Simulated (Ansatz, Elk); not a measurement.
# CuPb2SO2: X-ray structure factors from the self-consistent density

The structure of CuPb2SO2 used here is made up (a known structure type with other elements) and was relaxed beforehand with PBE. The aim is the Fourier transform of its all-electron density, F(hkl), set beside the sum over free spherical atoms that refinements use.

Method: DFT, PBE, all-electron APW+lo, Dirac cores, scalar-relativistic bands, static density, no spin, in Elk 11.2.3 (patched build).

The structure was built from a prototype and need not be the compound's stable phase.

## Step 1: The structure

The structure is tetragonal, space group P4/mmm (No. 123). Conventional cell: a = 3.932 Å, b = 3.932 Å, c = 6.843 Å, α = 90.00°, β = 90.00°, γ = 90.00°. Nearest to Pb lie 4 O at 2.63 Å and 4 S at 3.24 Å and 4 Cu at 3.29 Å. Nearest to Cu lie 4 O at 1.97 Å. Nearest to S lie 8 Pb at 3.24 Å. O has 2 Cu at 1.97 Å and 4 Pb at 2.63 Å nearest. Farther neighbours and most contacts between anions are not listed.

## Step 2: Ground state and structure factors

An all-electron density is needed, since X-rays see the cores too. Task 0 finds the density and task 195 Fourier-transforms it; tshift is off so that phases refer to the origin typed.

elk.in reads:

```
tasks
  0
  195

xctype
  20

spinpol
  .false.

rgkmax
  7.0

gmaxvr
  14.0

lmaxo
  7

lmaxapw
  8

swidth
  0.002

tshift
  .false.

ramdisk
  .false.

hmaxvr
  5.5

maxscl
  120

epspot
  1e-06

sppath
  './'

avec
  7.43106226414 -0.00000000000 0.00000000000
  -0.00000000000 7.43106226414 0.00000000000
  0.00000000000 0.00000000000 12.93053812996

atoms
  4
  'Pb.in'
  2
  0.5000000000 0.5000000000 0.2443408592   0.000000 0.000000 0.000000
  0.5000000000 0.5000000000 0.7556591408   0.000000 0.000000 0.000000
  'Cu.in'
  1
  -0.0000000000 -0.0000000000 0.5000000000   0.000000 0.000000 0.000000
  'S.in'
  1
  0.0000000000 0.0000000000 0.0000000000   0.000000 0.000000 0.000000
  'O.in'
  2
  0.5000000000 0.0000000000 0.5000000000   0.000000 0.000000 0.000000
  -0.0000000000 0.5000000000 0.5000000000   0.000000 0.000000 0.000000

ngridk
  6 6 4
```

On the command line:

```
$ OMP_NUM_THREADS=4 elk
```

Numbers of over 12 decimals in the logs are rounded to 6 here.

The log of the run:

```text
┌─────────────────────────┐
│ Elk code version 11.2.3 │
└─────────────────────────┘

All units are atomic (Hartree, Bohr, etc.)

┌─────────────────────────────────────────────────┐
│ Ground-state run starting from atomic densities │
└─────────────────────────────────────────────────┘

Lattice vectors :
   7.431062264      -0.000000000       0.000000000
  -0.000000000       7.431062264       0.000000000
   0.000000000       0.000000000       12.93053813

Reciprocal lattice vectors :
  0.8455298965       0.000000000      -0.000000000
   0.000000000      0.8455298965      -0.000000000
  -0.000000000      -0.000000000      0.4859183155

Unit cell volume      :    714.0331907
Brillouin zone volume :   0.3473931137

Muffin-tin inner radius fraction :   0.1000000000E-01

Nuclei treated as point charges

Species : 1 (Pb)
 parameters loaded from : Pb.in
 name : lead
 nuclear charge    :   -82.00000000
 electronic charge :    82.00000000
 atomic mass :    377702.4943
 muffin-tin radius :    2.800000000
 number of radial points in muffin-tin :   1393
 inner part over the whole radius :   0.9993555083E-02
 number on inner part of muffin-tin    :   1001
 approximate nuclear radius :   0.1047603524E-03
 number of mesh points to nuclear radius :    525
 atomic positions (lattice), magnetic fields (Cartesian) :
  1 :   0.50000000  0.50000000  0.24434086    0.00000000  0.00000000  0.00000000
  2 :   0.50000000  0.50000000 -0.24434086    0.00000000  0.00000000  0.00000000

Species : 2 (Cu)
 parameters loaded from : Cu.in
 name : copper
 nuclear charge    :   -29.00000000
 electronic charge :    29.00000000
 atomic mass :    115837.2717
 muffin-tin radius :    2.094589218
 number of radial points in muffin-tin :    993
 inner part over the whole radius :   0.9979765141E-02
 number on inner part of muffin-tin    :    699
 approximate nuclear radius :   0.7406004541E-04
 number of mesh points to nuclear radius :    339
 atomic positions (lattice), magnetic fields (Cartesian) :
  1 :   0.00000000  0.00000000  0.50000000    0.00000000  0.00000000  0.00000000

Species : 3 (S)
 parameters loaded from : S.in
 name : sulphur
 nuclear charge    :   -16.00000000
 electronic charge :    16.00000000
 atomic mass :    58450.91931
 muffin-tin radius :    2.200000000
 number of radial points in muffin-tin :    793
 inner part over the whole radius :   0.9890556315E-02
 number on inner part of muffin-tin    :    554
 approximate nuclear radius :   0.6195814986E-04
 number of mesh points to nuclear radius :    251
 atomic positions (lattice), magnetic fields (Cartesian) :
  1 :   0.00000000  0.00000000  0.00000000    0.00000000  0.00000000  0.00000000

Species : 4 (O)
 parameters loaded from : O.in
 name : oxygen
 nuclear charge    :   -8.000000000
 electronic charge :    8.000000000
 atomic mass :    29165.12205
 muffin-tin radius :    1.570941914
 number of radial points in muffin-tin :    593
 inner part over the whole radius :   0.9890599034E-02
 number on inner part of muffin-tin    :    406
 approximate nuclear radius :   0.5115538663E-04
 number of mesh points to nuclear radius :    174
 atomic positions (lattice), magnetic fields (Cartesian) :
  1 :   0.50000000  0.00000000  0.50000000    0.00000000  0.00000000  0.00000000
  2 :   0.00000000  0.50000000  0.50000000    0.00000000  0.00000000  0.00000000

Total number of atoms per unit cell :    6
Total muffin-tin volume :    299.4789143
 ratio of muffin-tin to unit cell volume :   0.4194187584

Spin treatment :
 spin-unpolarised

Number of Bravais lattice symmetries :   16
Number of crystal symmetries         :   16
Crystal has inversion symmetry
Real symmetric eigensolver will be used

k-point grid :      6     6     4
k-point offset :    0.000000000       0.000000000       0.000000000
k-point set is reduced with full crystal symmetry group
Total number of k-points :       30

Muffin-tin radius times maximum |G+k| :    7.000000000
 using average radius
Maximum |G+k| for APW functions       :    3.221730283
[...]
(states/Hartree/unit cell)

Estimated indirect band gap :   0.4627349257E-02
 from k-point 24 to k-point 30
Estimated direct band gap   :   0.2167609494E-01
 at k-point 30

Charges :
 core                        :    162.0000000
 valence                     :    63.00000000
 interstitial                :    8.716709726
 muffin-tins (core leakage)
  species : 1 (Pb)
[...]
species : 2 (Cu)
[...]
species : 3 (S)
[...]
species : 4 (O)
[...]
total in muffin-tins        :    216.2832903
 total calculated charge     :    224.9948516
 total charge                :    225.0000000
 error                       :   0.5148368618E-02

RMS change in Kohn-Sham potential (target) :   0.8661568243     (  0.1000000000E-05)
Absolute change in total energy (target)   :   0.4123920095     (  0.1000000000E-03)

[... loops 3 to 19 left out ...]

┌──────────────────┐
│ Loop number : 20 │
└──────────────────┘

Energies :
 Fermi                       :     0.199375
 sum of occupied eigenvalues :     -27136.098276600
 electron kinetic            :      50974.839323204
 core electron kinetic       :      50483.767266412
 Coulomb                     :     -94145.883343197
 Coulomb potential           :     -76946.176775420
 nuclear-nuclear             :     -3422.2500091609
 electron-nuclear            :     -104558.81708514
 Hartree                     :      13835.183751102
 Madelung                    :     -55672.794955487
 xc potential                :     -1164.7608243838
 exchange                    :     -878.28070820746
 correlation                 :     -12.676893436090
 electron entropic           :    -0.99783732138940E-03
 total energy                :     -44062.002619474

Density of states at Fermi energy :    80.67151806
 (states/Hartree/unit cell)

Estimated indirect band gap :   0.2254774498E-02
 from k-point 6 to k-point 26
Estimated direct band gap   :   0.1552311070E-01
 at k-point 7

Charges :
 core                        :    162.0000000
 valence                     :    63.00000000
 interstitial                :    8.877467672
 muffin-tins (core leakage)
  species : 1 (Pb)
[...]
species : 2 (Cu)
[...]
species : 3 (S)
[...]
species : 4 (O)
[...]
total in muffin-tins        :    216.1225323
 total calculated charge     :    224.9952058
 total charge                :    225.0000000
 error                       :   0.4794208633E-02

RMS change in Kohn-Sham potential (target) :   0.9070095521E-06 (  0.1000000000E-05)
Absolute change in total energy (target)   :   0.2437544754E-04 (  0.1000000000E-03)

Convergence targets achieved

┌──────────────────┐
│ Loop number : 21 │
└──────────────────┘

Energies :
 Fermi                       :     0.199375
 sum of occupied eigenvalues :     -27136.098292981
 electron kinetic            :      50974.839294450
 core electron kinetic       :      50483.767243582
 Coulomb                     :     -94145.883329010
 Coulomb potential           :     -76946.176788185
 nuclear-nuclear             :     -3422.2500091609
 electron-nuclear            :     -104558.81704482
 Hartree                     :      13835.183724970
 Madelung                    :     -55672.794934918
 xc potential                :     -1164.7607992466
 exchange                    :     -878.28070704031
 correlation                 :     -12.676893414742
 electron entropic           :    -0.99783659794047E-03
 total energy                :     -44062.002632852

Density of states at Fermi energy :    80.67145532
 (states/Hartree/unit cell)

Estimated indirect band gap :   0.2254789164E-02
 from k-point 6 to k-point 26
Estimated direct band gap   :   0.1552314395E-01
 at k-point 7

Charges :
 core                        :    162.0000000
 valence                     :    63.00000000
 interstitial                :    8.877467659
 muffin-tins (core leakage)
  species : 1 (Pb)
[...]
species : 2 (Cu)
[...]
species : 3 (S)
   atom 1                    :    14.41164693     (  0.6906912202E-04)
  species : 4 (O)
   atom 1                    :    6.966896143     ( -0.1125048028E-06)
   atom 2                    :    6.966896143     ( -0.1125048028E-06)
 total in muffin-tins        :    216.1225323
 total calculated charge     :    224.9952058
 total charge                :    225.0000000
 error                       :   0.4794209074E-02

┌──────────────────────────────┐
│ Self-consistent loop stopped │
└──────────────────────────────┘

Warning : the lowest level lies among the core levels :   -2.368470886      -2.555624620

Warning : core states of species 1 leak from the muffin-tin :   0.1163965314E-02

Warning : core states of species 2 leak from the muffin-tin :   0.8544319689E-03

Wrote STATE.OUT
```

The job ended after 66 s (4 threads of Arm Neoverse V2, shared host; peak memory 0.27 GiB; 3.1 min of CPU time).

SFACRHO.OUT:

```text

h k l indices transformed by vhmat matrix:
   1.000000000       0.000000000       0.000000000    
   0.000000000       1.000000000       0.000000000    
   0.000000000       0.000000000       1.000000000    

      h      k      l  multipl.   |H|            Re(F)            Im(F)           |F|

      0      0      0      1   0.0000000       225.00000     -0.75582164E-16   225.00000    
      0      0     -1      2  0.48591832      -22.443433     -0.20351880E-13   22.443433    
      1      0      0      4  0.84552990      -111.22852      0.86829394E-13   111.22852    
      0      0      2      2  0.97183663      -95.525677     -0.38843214E-13   95.525677    
      0      1     -1      8  0.97521147      -17.594551     -0.17454476E-13   17.594551    
     -1      1      0      4   1.1957598       165.63964     -0.83172184E-14   165.63964    
      0      1      2      8   1.2881721       174.45955     -0.84336782E-13   174.45955    
     -1     -1     -1      8   1.2907200       4.7967058      0.72465093E-14   4.7967058    
      0      0     -3      2   1.4577549      -37.287906     -0.66134014E-13   37.287906    
      1     -1      2      8   1.5408790      -111.79111     -0.44258862E-13   111.79111    
     -1      0     -3      8   1.6852211       2.5667771     -0.34741044E-13   2.5667771    
      0     -2      0      4   1.6910598       171.18396      0.15300242E-12   171.18396    
      0      2      1      8   1.7594885      -16.088246      0.13071474E-13   16.088246    
     -1      1      3      8   1.8854419      -15.692753      0.29775413E-13   15.692753    
      2      1      0      8   1.8906623      -96.288307      0.26758628E-12   96.288307    
      0      0      4      2   1.9436733       160.62184     -0.62928509E-13   160.62184    
      0      2     -2      8   1.9504229      -86.753683      0.16664988E-12   86.753683    
     -2      1     -1     16   1.9521067      -15.320812     -0.20419773E-13   15.320812
```

Elk indexes on the primitive cell of elk.in and gives |H| = 4π sin θ/λ in inverse bohr. Below, one row stands for each form hkl of the conventional cell (m members, Friedel mates merged), F is for one primitive cell and the density is static (no thermal factor). Free-atom factors are Waasmaier and Kirfel's, and R is Σm||F|−|F'||/Σm|F|.

```tsv
hkl	m	sin θ/λ (Å⁻¹)	abs F, DFT	neutral atoms	diff.
001	2	0.073	22.443	22.455	-0.011
100	4	0.127	111.228	111.510	-0.282
002	2	0.146	95.526	96.266	-0.740
101	8	0.147	17.595	18.049	-0.454
110	4	0.180	165.640	166.395	-0.755
102	8	0.194	174.460	174.791	-0.331
111	8	0.194	4.797	3.937	+0.860
003	2	0.219	37.288	37.291	-0.003
112	8	0.232	111.791	111.105	+0.686
103	8	0.253	2.567	2.183	+0.384
200	4	0.254	171.184	171.237	-0.053
201	8	0.265	16.088	16.116	-0.028
113	8	0.283	15.693	15.942	-0.249
210	8	0.284	96.288	96.030	+0.258
```

## Step 3: The highest occupied states alone

An energy window below the Fermi level keeps the highest occupied states, to see at which angles they scatter; shallow core shells can lie inside it and anion s states outside. No new self-consistency is needed.

Changes to elk.in since step 2:

```diff
@@ -1,3 +1,2 @@
 tasks
-  0
   195
@@ -40,2 +39,5 @@
 
+wsfac
+  -0.351870 0.499370
+
 sppath
```

On the command line:

```
$ OMP_NUM_THREADS=4 elk
```

The log of the run:

```text
┌─────────────────────────────────┐
│ Elk code version 11.2.3 started │
└─────────────────────────────────┘

Info(readinput): the functional depends on the density's gradient
 muffin-tin radial points multiplied by    2.00000
 (not where nrmtscf is given)

┌────────────────────┐
│ Current task : 195 │
└────────────────────┘
Info(checkmt): changed muffin-tin radius of species 2 (Cu) from   2.4000 to   2.0946
Info(checkmt): changed muffin-tin radius of species 4 (O) from   1.8000 to   1.5709

Info(sfacrho): density structure factors written to SFACRHO.OUT

 Energy window :  -0.3518700000      0.4993700000

┌──────────────────┐
│ Elk code stopped │
└──────────────────┘
```

Run time: 18 s. Hardware: 4 threads; peak memory 0.16 GiB.

States within 15 eV below the Fermi level hold 33.00 electrons; any levels below the window count with the cores. Their amplitudes can exceed the total, where window and core parts have opposite phase:

```tsv
hkl	sin θ/λ (Å⁻¹)	abs F, window	abs F, all
001	0.073	12.328	22.443
100	0.127	9.726	111.228
002	0.146	16.102	95.526
101	0.147	4.914	17.595
110	0.180	4.451	165.640
102	0.194	9.311	174.460
111	0.194	0.624	4.797
003	0.219	9.837	37.288
112	0.232	2.346	111.791
103	0.253	4.695	2.567
```

## Step 4: Another functional

The difference from free atoms is small, so it is set against the change that LDA (Perdew-Wang) makes.

Changes to elk.in since step 3:

```diff
@@ -1,2 +1,3 @@
 tasks
+  0
   195
@@ -4,3 +5,3 @@
 xctype
-  20
+  3
 
@@ -39,5 +40,2 @@
 
-wsfac
-  -0.351870 0.499370
-
 sppath
```

On the command line:

```
$ OMP_NUM_THREADS=4 elk
```

The log of the run:

```text
┌─────────────────────────┐
│ Elk code version 11.2.3 │
└─────────────────────────┘

All units are atomic (Hartree, Bohr, etc.)

┌─────────────────────────────────────────────────┐
│ Ground-state run starting from atomic densities │
└─────────────────────────────────────────────────┘

Lattice vectors :
   7.431062264      -0.000000000       0.000000000
  -0.000000000       7.431062264       0.000000000
   0.000000000       0.000000000       12.93053813

Reciprocal lattice vectors :
  0.8455298965       0.000000000      -0.000000000
[...]
atom 2                    :    6.933630279     ( -0.4188123214E-05)
 total in muffin-tins        :    216.0792816
 total calculated charge     :    224.9951759
 total charge                :    225.0000000
 error                       :   0.4824129089E-02

┌──────────────────────────────┐
│ Self-consistent loop stopped │
└──────────────────────────────┘

Warning : the lowest level lies among the core levels :   -2.365636435      -2.561852854

Warning : core states of species 1 leak from the muffin-tin :   0.1175482156E-02

Warning : core states of species 2 leak from the muffin-tin :   0.8935259500E-03

Wrote STATE.OUT
[key lines of the parts left out:]
total energy                :     -44034.852892268
```

Run time: 41 s. Hardware: 4 threads; peak memory 0.2 GiB.

Against the first run R = 0.03 %; the largest change is -0.079 at 200.

## Step 5: Basis size

The basis and the expansions that go with it are enlarged, to see whether the differences are converged.

Changes to elk.in since step 4:

```diff
@@ -5,3 +5,3 @@
 xctype
-  3
+  20
 
@@ -11,12 +11,12 @@
 rgkmax
-  7.0
+  8.5
 
 gmaxvr
-  14.0
+  18.0
 
 lmaxo
-  7
+  9
 
 lmaxapw
-  8
+  10
```

On the command line:

```
$ OMP_NUM_THREADS=4 elk
```

The log of the run:

```text
┌─────────────────────────┐
│ Elk code version 11.2.3 │
└─────────────────────────┘

All units are atomic (Hartree, Bohr, etc.)

┌─────────────────────────────────────────────────┐
│ Ground-state run starting from atomic densities │
└─────────────────────────────────────────────────┘

Lattice vectors :
   7.431062264      -0.000000000       0.000000000
  -0.000000000       7.431062264       0.000000000
   0.000000000       0.000000000       12.93053813

Reciprocal lattice vectors :
  0.8455298965       0.000000000      -0.000000000
[...]
atom 2                    :    6.994184125     ( -0.1121136846E-06)
 total in muffin-tins        :    216.1999568
 total calculated charge     :    224.9966003
 total charge                :    225.0000000
 error                       :   0.3399736720E-02

┌──────────────────────────────┐
│ Self-consistent loop stopped │
└──────────────────────────────┘

Warning : the lowest level lies among the core levels :   -2.356380122      -2.544582322

Warning : core states of species 1 leak from the muffin-tin :   0.1164483573E-02

Warning : core states of species 2 leak from the muffin-tin :   0.8548327131E-03

Wrote STATE.OUT
[key lines of the parts left out:]
total energy                :     -44062.058987873
```

Wall time 2.9 min (4 threads); peak memory 0.49 GiB.

Against the first run R = 0.02 %; the largest change is +0.033 at 220.

## Step 6: Settings against the effect

```tsv
run	R against the first run (%)	R against neutral atoms, low angle (%)	wall time
PBE, rgkmax 7	0.00	0.52	66 s
LDA (Perdew-Wang)	0.03	0.52	41 s
rgkmax 8.5 with larger expansions	0.02	0.52	2.9 min
```

## Step 7: Summary of results

```
R against neutral atoms, sin θ/λ < 0.3 Å⁻¹ : 0.52 %
R against neutral atoms, 0.3 to 0.75 Å⁻¹   : 0.14 %
```

What this shows: Independent neutral atoms miss the calculated amplitudes by R = 0.52 % below 0.3 Å⁻¹ and 0.14 % from there to 0.75 Å⁻¹; by shells, 0.76 % below 0.15 Å⁻¹ (4 forms), 0.49 % 0.15 to 0.3 (13 forms), 0.16 % 0.3 to 0.45 (23 forms), 0.14 % above 0.45 (109 forms). Bonding, aspherical density and the tables' own atoms all enter these figures, and the runs don't part them. The largest change of an amplitude is +0.86 electrons, at 111. Weak lines can change much in proportion: 111 goes from 3.94 to 4.80. The window's part falls from 33.0 electrons at the origin to at most 3.44 between 0.45 and 0.75 Å⁻¹, where compact states inside the window still scatter. Below 0.3 Å⁻¹ the changes that finished (LDA (Perdew-Wang) and rgkmax 8.5 with larger expansions) move F by R = 0.05 % at most, against the 0.52 % that separates it from free atoms. The k-mesh has no finished test. These runs have no spin, though d or f shells may be open. The electron count is odd, so without spin the run is a metal by force. Spin-orbit coupling is left out, which can matter for elements this heavy. Part of the difference isn't bonding: the tables are fits to free atoms and ions calculated by other methods than this functional. Thermal motion, anomalous dispersion and extinction are left out.

[Logs are printed without paths, hosts, clocks, repeated set-up lines and the standing remarks that a program may print on its own settings, such as how far it seeks lower states.]

[Hosts, paths, dates, database ids (printed as entryN), source tags and the programs' standing remarks are cut or masked in the printed files.]
